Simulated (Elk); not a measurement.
# Fe: is a spiral lower than the collinear state?, part 2 of 2

Aim: the energy of spin spirals in Fe along a path of wavevectors.

Elk 11.2.3 (patched build); LDA (Perdew-Wang); all-electron APW+lo, Dirac cores, scalar-relativistic bands.

So far. Step 4 (One pass at q = (0.3333, -0.3333, 0.3333)): By that sum this spiral lies +278.1 meV a seeded atom from q = 0.

The database entry behind the starting cell differs from later determinations by our own check (an axis about 0.7 % long against later determinations), so it need not match the best structure at ambient conditions.

### Step 5. A faulty input

An input with a fault is tried, to see how the program answers.

Input file elk.in:

```
tasks
  0

xctype
  3

reducebf
  1.0

epsengy
  1e-06

maxscl
  75

rgkmax
  7.0

nempty
  12

swidth
  0.003

lmaxi
  3

spinsprl
  .true.

spinpol
  .true.

vqlss
  0.000000 0.000000 0.500000

sppath
  './'

avec
  -2.72687479783 2.72687479783 2.72687479783
  2.72687479783 -2.72687479783 2.72687479783
  2.72687479783 2.72687479783 -2.72687479783

atoms
  1
  'Fe.in'
  1
  0.0000000000 0.0000000000 0.0000000000   -0.140000 0.000000 0.000000

ngridk
  12 12 12
```

Command:

```bash
OMP_NUM_THREADS=2 elk
```

Numbers of over 12 decimals in the logs are rounded to 6 here.

Output:

```text
┌─────────────────────────┐
│ Elk code version 11.2.3 │
└─────────────────────────┘

All units are atomic (Hartree, Bohr, etc.)

┌─────────────────────────────────────────────────┐
│ Ground-state run starting from atomic densities │
└─────────────────────────────────────────────────┘

Lattice vectors :
  -2.726874798       2.726874798       2.726874798
   2.726874798      -2.726874798       2.726874798
   2.726874798       2.726874798      -2.726874798

Species : 1 (Fe)
 parameters loaded from : Fe.in
 name : iron
 nuclear charge    :   -26.00000000
 electronic charge :    26.00000000
 atomic mass :    101799.2075
 muffin-tin radius :    2.336542848
 number of radial points in muffin-tin :    497
 inner part over the whole radius :   0.9819233484E-02
 number on inner part of muffin-tin    :    350
 approximate nuclear radius :   0.7160107270E-04
 number of mesh points to nuclear radius :    167
 atomic positions (lattice), magnetic fields (Cartesian) :
  1 :   0.00000000  0.00000000  0.00000000   -0.14000000  0.00000000  0.00000000

Total number of atoms per unit cell :    1
Total muffin-tin volume :    53.43303687
 ratio of muffin-tin to unit cell volume :   0.6588010343

Spin treatment :
 spin-polarised
 global magnetic field (Cartesian) :    0.000000000       0.000000000       0.000000000
 non-collinear magnetisation
 spin-spiral state assumed
  q-vector (lattice)   :    0.000000000       0.000000000      0.5000000000
  q-vector (Cartesian) :   0.5760427021      0.5760427021      0.1482691574E-16
  q-vector length      :   0.8146474018

Number of Bravais lattice symmetries :    4
Number of crystal symmetries         :    4
Crystal has no inversion symmetry
Complex Hermitian eigensolver will be used

k-point grid :     12    12    12
k-point offset :    0.000000000       0.000000000       0.000000000
k-point set is reduced with full crystal symmetry group
Total number of k-points :      510

Muffin-tin radius times maximum |G+k| :    7.000000000
 using average radius
Maximum |G+k| for APW functions       :    2.995879150
Maximum (1/2)|G+k|²                   :    4.487645939
Maximum |G| for potential and density :    12.00000000
Constant for pseudocharge density :    7
 order of it for each species :   14
 order of it for pair densities of each species (exact exchange by exxq0 0: 14) :   10
Radial integration step length :    1

G-vector grid sizes :     20    20    20
Number of G-vectors :     2347

Maximum angular momentum used for
 APW functions            :    8
 outer part of muffin-tin :    6
 inner part of muffin-tin :    3

Number of empty states         :     12
Total number of valence states :     42
Total number of core states    :     10

Third-order local-orbitals added for an l without core states : T
Total number of local-orbitals :     23

Exchange-correlation functional :      3     0     0
 Perdew-Wang/Ceperley-Alder, Phys. Rev. B 45, 13244 (1992)
 gradient requirement :    0
 local density approximation (LDA)

Smearing type :    3
 Fermi-Dirac
Smearing width :   0.3000000000E-02
Effective electronic temperature (K) :    947.3250744

Mixing type :    3
 Broyden mixing, J. Phys. A: Math. Gen. 17, L317 (1984)

Kohn-Sham potential initialised from atomic data

┌──────────────────────────────┐
│ Self-consistent loop started │
└──────────────────────────────┘

[... earlier loops left out ...]

┌──────────────────┐
│ Loop number : 22 │
└──────────────────┘

Energies :
 Fermi                       :     0.290440
 sum of occupied eigenvalues :     -735.68019977487
 electron kinetic            :      1287.0213795463
 core electron kinetic       :      1146.2763379602
 Coulomb                     :     -2503.9491168642
 Coulomb potential           :     -1951.7019366807
 nuclear-nuclear             :     -225.54407463171
 electron-nuclear            :     -2614.0987456196
 Hartree                     :      335.69370338712
 Madelung                    :     -1528.0981485238
 xc potential                :     -70.919004507309
 xc effective B-field        :    -0.79582349459005E-01
 external B-field            :      0.000000
 exchange                    :     -51.413135715096
 correlation                 :     -2.223942
 electron entropic           :    -0.13771909938567E-02
 total energy                :     -1270.5661918856
 (external B-field energy excluded from total)

Density of states at Fermi energy :    46.41358431
 (states/Hartree/unit cell)

Estimated indirect band gap :   0.2350917109E-03
 from k-point 479 to k-point 401
Estimated direct band gap   :   0.3583823270E-02
 at k-point 130

Charges :
 core                        :    10.00000000
 valence                     :    16.00000000
 interstitial                :    1.035011316
 muffin-tins (core leakage)
  species : 1 (Fe)
   atom 1                    :    24.96498868     ( -0.3589114577E-05)
 total in muffin-tins        :    24.96498868
 total calculated charge     :    25.99981219
 total charge                :    26.00000000
 error                       :   0.1878060957E-03

Moments :
 interstitial                :   0.3052421490E-02  0.1738351685E-04  0.2871447959E-06
 muffin-tins
  species : 1 (Fe)
   atom 1                    :    2.064546450     -0.4096228755E-03 -0.3305571483E-03
 total in muffin-tins        :    2.064546450     -0.4096228755E-03 -0.3305571483E-03
 total moment                :    2.067598871     -0.3922393587E-03 -0.3302700035E-03

┌──────────────────────────────┐
│ Self-consistent loop stopped │
└──────────────────────────────┘

Wrote STATE.OUT
```

Elapsed: 93 s, on 2 threads of AMD EPYC 9R45, shared host; peak memory 0.11 GiB.

Convergence was reached, yet the input spoils the result.

The fault in the input: a seed field that is never reduced.

The seed field stays on and holds up the moments; reducebf under 1 lets it die away.

### Step 6. The whole path

Wavevectors, in fractions of the reciprocal vectors: (0, 0, 0); (0.167, -0.167, 0.167); (0.333, -0.333, 0.333); (0.5, -0.5, 0.5); (0.333, -0.333, 0.5); (0.167, -0.167, 0.5); (0, 0, 0.5); (0, 0, 0.333); (0, 0, 0.167); (0, 0, 0); (0.167, 0.167, 0.167); (0.333, 0.333, 0.333). The path runs through Γ, H, N, Γ, near P.

Energy less that at q = 0, frozen potential against path:

| path (Å⁻¹) | energy less that at q = 0, frozen potential (meV a seeded atom) |
| --- | --- |
| 0.00 | 0 |
| 0.73 | 67.4 |
| 1.45 | 278 |
| 2.18 | 444 |
| 2.69 | 351 |
| 3.20 | 243 |
| 3.72 | 210 |
| 4.23 | 131 |
| 4.74 | 28.9 |
| 5.26 | 0 |
| 6.51 | 165 |
| 7.77 | 194 |

Table of magnon energy 4 dE/(M sin²θ), frozen potential by path:

| path (Å⁻¹) | magnon energy 4 dE/(M sin²θ), frozen potential (meV) |
| --- | --- |
| 0.00 | 0 |
| 0.73 | 119 |
| 1.45 | 492 |
| 2.18 | 786 |
| 2.69 | 621 |
| 3.20 | 431 |
| 3.72 | 372 |
| 4.23 | 232 |
| 4.74 | 51.0 |
| 5.26 | 0 |
| 6.51 | 292 |
| 7.77 | 342 |

### Step 7. Summary of results

| Property | Result |
| --- | --- |
| lowest point | (0, 0, 0), 0 meV a seeded atom (frozen potential) |
| highest point | (0.5, -0.5, 0.5), 444 meV a seeded atom |

No spiral on the path lies under the state at q = 0; the dearest costs 444 meV a seeded atom. The force theorem is exact for small turns only; a flat spiral at large q turns neighbours far. The magnon energies are adiabatic and undamped; from flat spirals they are a Heisenberg estimate. The mesh is the same for all points and was not tested: differences of a few meV, and of some ten in a metal, can be noise.

[Logs and program files are shortened in this print: banners, set-up blocks, solver, clock and traceback lines can be left out without a mark of their own.]

[Logs are printed without paths, hosts, clocks, repeated set-up lines and the standing remarks that a program may print on its own settings, such as how far it seeks lower states.]

[Hosts, paths, dates, database ids (printed as entryN), source tags and the programs' standing remarks are cut or masked in the printed files.]

[Where a cell is said to come from a database of computed structures, the database is the Materials Project.]
